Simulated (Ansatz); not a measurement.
## From LDA to G0W0: BaTiO3 (R3m)

Wanted: the gap of BaTiO3 (R3m) with a many-body correction, and the time that it takes.

Program: Ansatz 0.2.0. Level of theory: LDA, then G0W0 on it, plane waves, PAW. Results are calculated unless marked as measured.

## 1. Starting point

It takes space group R3m (No. 160, trigonal). The conventional cell has a = 5.655 Å, b = 5.655 Å, c = 6.955 Å, α = 90.00°, β = 90.00°, γ = 120.00°. Nearest to Ba lie 12 O at 2.79 to 2.89 Å. Nearest to Ti lie 6 O at 1.87 to 2.14 Å. Nearest to O lie 2 Ti at 1.87 to 2.14 Å and 4 Ba at 2.79 to 2.89 Å. Farther neighbours and most contacts between anions are not listed.

The cell and positions come from the Crystallography Open Database and are kept as given unless a step says otherwise. Spin-orbit coupling is left out unless a step names it. The default PAW set here is soft_1. Its files were made with PBE; for other functionals the partial waves and projectors stay those of PBE.

## 2. Bands along the symmetry lines

Levels along a band path and on the mesh show where this functional puts the band edges.

This step: DFT, LDA, plane waves, PAW.

File input.yaml:

```yaml
crystal:
  lattice:
    - [2.8273666084, 1.6323808724, 2.3183934932]
    - [-2.8273666084, 1.6323808724, 2.3183934932]
    - [0.0, -3.2647617449, 2.3183934932]
  atoms:
    - { symbol: Ba, position: [0.0, 0.0, 0.0] }
    - { symbol: Ti, position: [0.4845, 0.4845, 0.4845] }
    - { symbol: O, position: [0.5086, 0.5086, 0.0175] }
    - { symbol: O, position: [0.0175, 0.5086, 0.5086] }
    - { symbol: O, position: [0.5086, 0.0175, 0.5086] }
kpoints:
  mp_grid: { grid: [6, 6, 6] }
  band_path:
    path:
      - [[0.0, 0.0, 0.0], [0.5, 0.5, 0.5], [0.50282879, 0.49717121, 0.5]]
      - [[0.5, -0.49717121, 0.49717121], [0.5, 0.0, 0.0], [0.0, 0.0, 0.0], [0.49858561, -0.49858561, 0.0]]
      - [[0.50141439, 0.0, 0.49858561], [0.5, 0.0, 0.5], [0.0, 0.0, 0.0]]
    npoints: 10
hamiltonian:
  xc: lda
  pseudopotentials: { kind: paw, azcp: { folder: "./paw" } }
scf:
  occupations: { method: fermi_dirac, width: 0.02 }
  n_extra_bands: 5
output:
  eigenvalues: true
  write_density: true
  write_potential: true
  elf: true
  volumetric_format: npy
```

Run with:

```sh
> ansatz run input.yaml --threads 3 --pin off --max-ram 92160MiB --backend cuda --events-out ev --progress --plain --runs-dir out --devices 1 --max-vram 13GiB
```

Numbers of over 12 decimals in the logs are rounded to 6 here.

Output:

```text
Warning: <dir> the record states the generating functional pbe (its physics header spells it `PBE`), which answers neither for hamiltonian.xc's functional nor for the lda family's — results may be inconsistent (PPs are generated against a specific XC)
Warning: <dir> the record states the generating functional pbe (its physics header spells it `PBE`), which answers neither for hamiltonian.xc's functional nor for the lda family's — results may be inconsistent (PPs are generated against a specific XC)
Warning: <dir> the record states the generating functional pbe (its physics header spells it `PBE`), which answers neither for hamiltonian.xc's functional nor for the lda family's — results may be inconsistent (PPs are generated against a specific XC)
scf.n_extra_bands = 5 over 20 filled bands (N_el = 40.0): the run solves 25 bands
GPUs: using 1 of 1 available (devices: 1).
Engine: ansatz 0.2.0, x86_64-unknown-linux-gnu
Pseudopotentials: kind: paw
Pseudopotential: Ba, paw, valence charge 10, recommended cutoff 420 eV (normal), <dir>
Pseudopotential: Ti, paw, valence charge 12, recommended cutoff 420 eV (normal), <dir>
Pseudopotential: O, paw, valence charge 6, recommended cutoff 420 eV (normal), <dir>
Functional definition: SPW92
  exchange = slater_x
  correlation = pw_c
device memory: the entry about to start is reckoned to put 1.1 GiB on a device that reports 75.0 GiB free (of which the cap on the GPU budget leaves the run 13.0 GiB)
GPU FFT provider: cuFFT
GPU libraries: cuBLAS 13.8.2, cuFFT 12.4.0, cuSOLVER 12.3.4
Crystal: 5 atoms, lattice volume = 64.201 Å³
Basis set: ecut = 420 eV, 1237 PW (Γ)
Bands: 25, of which v1, the nominal top of the filled ones, is band 20 counted from 1 (19 counted from 0)
Symmetry: 6 space group operations
Space group: R3m (ITA 160), of the structure as read, at distance tolerance 4.0e-5 Å
k-points: 32 of 216 (time reversal used)
Non-local potential: Ba, projectors of the file, l = 0: 3, l = 1: 2, l = 2: 2, l = 3: 2
Non-local potential: Ti, projectors of the file, l = 0: 3, l = 1: 2, l = 2: 3, l = 3: 1
Non-local potential: O, projectors of the file, l = 0: 2, l = 1: 2, l = 2: 1
PAW form: soft (Blöchl's): semilocal exchange-correlation on the pseudo side does not see the compensation charge
PAW frozen core: Ba, regenerated for the run's functional, and the local potential with it (the file was generated under x = pbe(κ = 0.804, μ = 0.219515), c = pbe(β = 0.066725))
PAW frozen core: Ti, regenerated for the run's functional, and the local potential with it (the file was generated under x = pbe(κ = 0.804, μ = 0.219515), c = pbe(β = 0.066725))
PAW frozen core: O, regenerated for the run's functional, and the local potential with it (the file was generated under x = pbe(κ = 0.804, μ = 0.219515), c = pbe(β = 0.066725))
PAW one-centre angular grid: Ba, 194 points (default); XC on 64 Gauss nodes
PAW one-centre angular grid: Ti, 590 points (default); XC on 64 Gauss nodes
PAW one-centre angular grid: O, 110 points (default); XC on 64 Gauss nodes
Initial density: superposition of atomic densities (chi_scale 0.1, normalization cell, long waves kept (reshape's long-wave potential 0.00 eV rms))
Initial wavefunctions: pseudopotential atomic-orbital guess
GPU buffer pool allocated for 19683 grid points (all kernels)
GPU transforms: local potential and band sums: pruned to the plane-wave sphere, on 27×27×27
Functional: x = slater, c = lda
SCF iter   1: F=—  HF=-9905.100297 eV  |F-HF|=—  |Δ(HF+E_count)|=         —  Δρ=5.59e-2  dr2=1.95e0  ethr=3.10e-3  ⟨swp⟩=8.9  Hψ=4232  notcnv=0
preconditioner: auto → Resta (q_TF=auto, 2.521 Å⁻¹)  ε∞=5.9  [insulator: Δε(μ)=2.556 eV  Ē_g=11.514 eV  σ=0.020 eV  W_gap=1.00  n_scr=18 (ndim 8)  ℏωp=25.4 eV  f_vac=0.000  D(μ)=0.00/eV (n_scr^D=0)  ε∞_Penn≈5.9]
SCF iter   2: F=—  HF=-9904.716576 eV  |F-HF|=—  |Δ(HF+E_count)|=   3.84e-1  Δρ=2.48e-2  dr2=5.72e-1  ethr=3.10e-3  ⟨swp⟩=2.2  Hψ=1452  notcnv=0  defer=32
SCF iter   3: F=—  HF=-9904.604829 eV  |F-HF|=—  |Δ(HF+E_count)|=   1.12e-1  Δρ=7.75e-3  dr2=6.29e-2  ethr=1.43e-3  ⟨swp⟩=2.3  Hψ=2359  notcnv=0  defer=32
SCF iter   4: F=—  HF=-9904.586239 eV  |F-HF|=—  |Δ(HF+E_count)|=   1.86e-2  Δρ=1.65e-3  dr2=1.48e-3  ethr=1.57e-4  ⟨swp⟩=2.3  Hψ=1419  notcnv=0  defer=32
SCF iter   5: F=—  HF=-9904.586107 eV  |F-HF|=—  |Δ(HF+E_count)|=   1.31e-4  Δρ=2.69e-4  dr2=3.92e-5  ethr=3.70e-6  ⟨swp⟩=2.2  Hψ=1283  notcnv=0  defer=32
SCF iter   6: F=—  HF=-9904.586312 eV  |F-HF|=—  |Δ(HF+E_count)|=   2.05e-4  Δρ=3.86e-5  dr2=9.42e-7  ethr=9.79e-8  ⟨swp⟩=2.5  Hψ=1246  notcnv=0  defer=32
SCF iter   7: F=-9904.586312 eV  HF=-9904.586312 eV  |F-HF|=2.11e-8  |Δ(HF+E_count)|=   8.76e-8  Δρ=9.12e-6  dr2=4.10e-8  ethr=2.50e-10  ⟨swp⟩=9.0  Hψ=3039  notcnv=0
SCF 1 converged in 7 iterations: F = -9904.586312 eV  dr2 = 4.10e-8
  greatest PAW one-centre occupation: 0.998 electrons in one spin orbital (limit 2), on the Ti atom at site 1 (counted from 0), in its partial waves of l = 0
device memory: the entry about to start is reckoned to put 1.9 GiB on a device that reports 74.8 GiB free (of which the cap on the GPU budget leaves the run 13.0 GiB)
NSCF: frozen V_eff on 73 k-points, pencils in batches of 32, up to order 112
SCF converged after 7 iterations
Free energy (F): -9904.586312 eV
Harris-Foulkes:  -9904.586312 eV  (|F-HF|=2.11e-8)
Internal energy: -9904.586312 eV  (E = F + TS)
E sigma→0 (E₀):  -9904.586312 eV
Fermi energy:    11.002667 eV
--- Per-component energies (eV) ---
  E_band       = -151.075145
  E_kinetic    = 942.925149
  E_local      = -2203.245248  (includes V_loc(G=0)·N_el)
  E_nonlocal   = 320.899654
  E_hartree    = 842.712903
  E_xc         = -526.080420
  E_vxc        = -549.310967  (∫ρ·V_xc dr)
  E_paw        = -6473.486143  (= ΣΔE_a)
  E_vpaw       = -347.779282  (= ΣTr[D̂ρ^β])
  E_aug_tail   = 0.002241  (compensation charges beyond the density's cutoff)
  E_ewald      = -2809.213684
  E_core_change = 0.899235  (= ΣΔE_core)
  E_smearing   = -0.000000  (= −TS)
  E_closure    = -0.000000  (closes the sum)
  Σ components = -9904.586312   (vs F -9904.586312, Δ=0.00e0)
--- Band table (eV; the first three rows and the last of 32) ---
  k-point 0: bands = [... 16 lower, 8.7190, 9.3231, 9.4668, 9.4668, 12.1728, 12.1728, 12.3278, 14.3950, ... 1 higher]
  k-point 1: bands = [... 16 lower, 8.5493, 8.9132, 9.3463, 9.3605, 12.2229, 12.5573, 12.5836, 14.3913, ... 1 higher]
  k-point 2: bands = [... 16 lower, 8.2470, 8.3615, 9.0310, 9.1280, 12.2966, 13.2442, 13.3394, 14.3767, ... 1 higher]
  k-point 31: bands = [... 16 lower, 7.5312, 9.8033, 9.8033, 9.8179, 14.1730, 14.3221, 14.3221, 16.4735, ... 1 higher]
```

Wall time 19 s (1 × NVIDIA H100 80GB HBM3 (shared by 6 runs) with 3 threads of AMD EPYC 7R13 (Zen 3), shared host); peak memory 0.92 GiB.

This step gave:

```yaml
filled_bands: 20
gap: 2.355 eV
valence_top_at: T
conduction_bottom_at: Γ
least_direct_gap: 2.686 eV
```

Over mesh and path the gap is 2.355 eV, from k = (0.500, 0.500, 0.500) to k = Γ. The least direct gap found is 2.686 eV, at k = (0.050, -0.050, 0.000). The program's warnings for this run: pseudo functional mismatch.

The electronic bands at the labelled points (eV, zero at the top of the highest nominally filled band):

```
     point  band 17  band 18  band 19  band 20  band 21  band 22  band 23  band 24
         Γ    -1.10    -0.49    -0.35    -0.35     2.35     2.35     2.51     4.58
   halfway    -2.32    -0.72    -0.72    -0.58     3.52     3.53     3.53     6.31
         T    -2.29    -0.01    -0.01     0.00     4.36     4.50     4.50     6.66
   halfway    -2.29    -0.01    -0.01     0.00     4.36     4.50     4.50     6.66
        H2    -2.29    -0.01    -0.01     0.00     4.35     4.50     4.50     6.66
jump to H0    -2.29    -0.01    -0.01     0.00     4.35     4.50     4.50     6.66
   halfway    -2.10    -0.82    -0.57    -0.51     3.52     3.97     4.09     6.24
         L    -1.68    -1.62    -0.93    -0.79     2.51     3.80     3.89     4.54
   halfway    -1.43    -1.21    -0.63    -0.58     2.44     3.07     3.15     4.57
         Γ    -1.10    -0.49    -0.35    -0.35     2.35     2.35     2.51     4.58
   halfway    -1.60    -1.07    -0.86    -0.45     2.98     3.22     3.41     5.03
        S0    -1.60    -0.85    -0.81    -0.05     3.88     3.88     4.22     5.13
jump to S2    -1.60    -0.85    -0.81    -0.05     3.88     3.88     4.22     5.13
   halfway    -1.60    -0.85    -0.81    -0.05     3.88     3.88     4.22     5.13
         F    -1.60    -0.85    -0.81    -0.05     3.88     3.88     4.22     5.13
   halfway    -1.63    -0.99    -0.89    -0.47     3.06     3.20     3.41     5.04
         Γ    -1.10    -0.49    -0.35    -0.35     2.35     2.35     2.51     4.58
```

Electrostatic potential energy in the ac plane of the conventional cell at fractional y = 0.000, with atoms of Ba and Ti and O within 0.2 Å of it. With pseudopotentials it is smooth inside the atoms' cores, unlike the true potential.

Ten even steps from '_' (-40 eV) to '@' (15 eV), each cell a mean:
```
____--##@@@@##--::++@@@@%%**..__
..::**%%@@@@@@%%##@@@@@@@@##==..
++##%%@@@@@@@@@@@@@@@@@@@@%%##**
%%@@@@@@@@@@@@@@@@@@@@@@@@@@@@%%
@@@@@@@@@@@@@@@@@@@@@@@@@@@@@@@@
@@@@@@@@@@@@@@@@@@@@@@@@@@@@@@@@
%%%%@@@@@@@@@@@@@@@@@@@@@@@@@@%%
==++%%@@@@@@@@@@@@@@@@@@@@%%##==
..::++%%@@@@@@@@@@@@@@@@@@##--..
....==%%@@@@@@@@@@@@@@@@@@**::..
..::++%%@@@@@@@@@@@@@@@@@@##--..
--++##@@@@@@@@@@@@@@@@@@@@%%**==
##%%@@@@@@@@@@@@@@@@@@@@@@@@@@%%
@@@@@@@@@@@@@@@@@@@@@@@@@@@@@@@@
@@@@@@@@@@@@@@@@@@@@@@@@@@@@@@@@
##%%@@@@@@@@@@@@@@@@@@@@@@@@%%%%
--++##@@@@@@@@%%%%@@@@@@@@%%**==
__..++%%@@@@##--::++@@@@@@**::__
____--##@@@@++..__--%%@@%%++____
```
Columns run along a (5.7 Å; values clipped at the 3rd and 97th percentile), rows up along c (7.0 Å), edges of the conventional cell, whose origin can differ from the input's. Atoms in or near the plane, at fractional coordinates: Ba at (0.00, 0.00), Ti at (0.00, 0.48), O at (0.50, 0.01).

Valence density in the ac plane of the conventional cell at fractional y = 0.000, with atoms of Ba and Ti and O within 0.2 Å of it. It is the smooth field of the valence electrons, not physical close to the nuclei.

Values in e/Å³, 19 rows by 16 columns, each cell a mean:
```
 1  1  1  0  0  0  1  4  5  2  1  0  0  1  1  1
 1  1  1  0  0  0  0  1  1  1  0  0  0  0  1  1
 1  1  0  0  0  0  0  0  0  0  0  0  0  0  0  1
 0  0  0  0  0  0  0  0  0  0  0  0  0  0  0  0
 0  0  0  0  0  0  0  0  0  0  0  0  0  0  0  0
 0  0  0  0  1  0  0  0  0  0  0  1  1  0  0  0
 0  0  0  0  1  0  0  0  0  0  0  0  1  0  0  0
 1  1  0  0  0  0  0  0  0  0  0  0  0  0  0  1
 7  3  1  0  0  0  0  0  0  0  0  0  0  0  2  6
11  6  1  0  0  0  0  0  0  0  0  0  0  0  3  9
 8  4  1  0  0  0  0  0  0  0  0  0  0  1  2  6
 2  1  1  1  1  0  0  0  0  0  0  0  1  1  1  2
 0  0  0  1  1  0  0  0  0  0  0  1  1  1  0  0
 0  0  0  0  0  0  0  0  0  0  0  0  0  0  0  0
 0  0  0  0  0  0  0  0  0  0  0  0  0  0  0  0
 0  0  0  0  0  0  0  0  0  0  0  0  0  0  0  0
 1  1  0  0  0  0  0  1  1  1  0  0  0  0  1  1
 1  1  1  0  0  0  1  3  4  2  1  0  0  1  1  1
 1  1  1  0  0  0  2  6  8  4  1  0  0  1  1  1
```
Columns run along a (5.7 Å), rows up along c (7.0 Å), edges of the conventional cell, whose origin can differ from the input's. Atoms in or near the plane, at fractional coordinates: Ba at (0.00, 0.00), Ti at (0.00, 0.48), O at (0.50, 0.01).

(Part 1 of 2 ends here.)

[Paths, hosts, dates, memory and timing lines, banners, echoed tables and standing remarks are left out of the program output.]

[Logs are printed without paths, hosts, clocks, repeated set-up lines and the standing remarks that a program may print on its own settings, such as how far it seeks lower states.]

[Runs of the session that timed out or met a known fault of the program may be left out.]

[Cells called generated may have been cut or substituted from an entry of the Crystallography Open Database or the Materials Project.]

[Hosts, paths, dates, database ids (printed as entryN), source tags and the programs' standing remarks are cut or masked in the printed files.]

[Where an RPA ε∞ is given, it is that of the G0W0 mesh and is not shown converged in it. Names of k-points follow the symmetry that the program found, which can be lower than the space group named. Band edges on a path are those of the sampled points; other points can move an edge, and change direct to indirect where valleys lie close.]

[Hybrid gaps are those of their k-mesh and are not shown converged in it.]
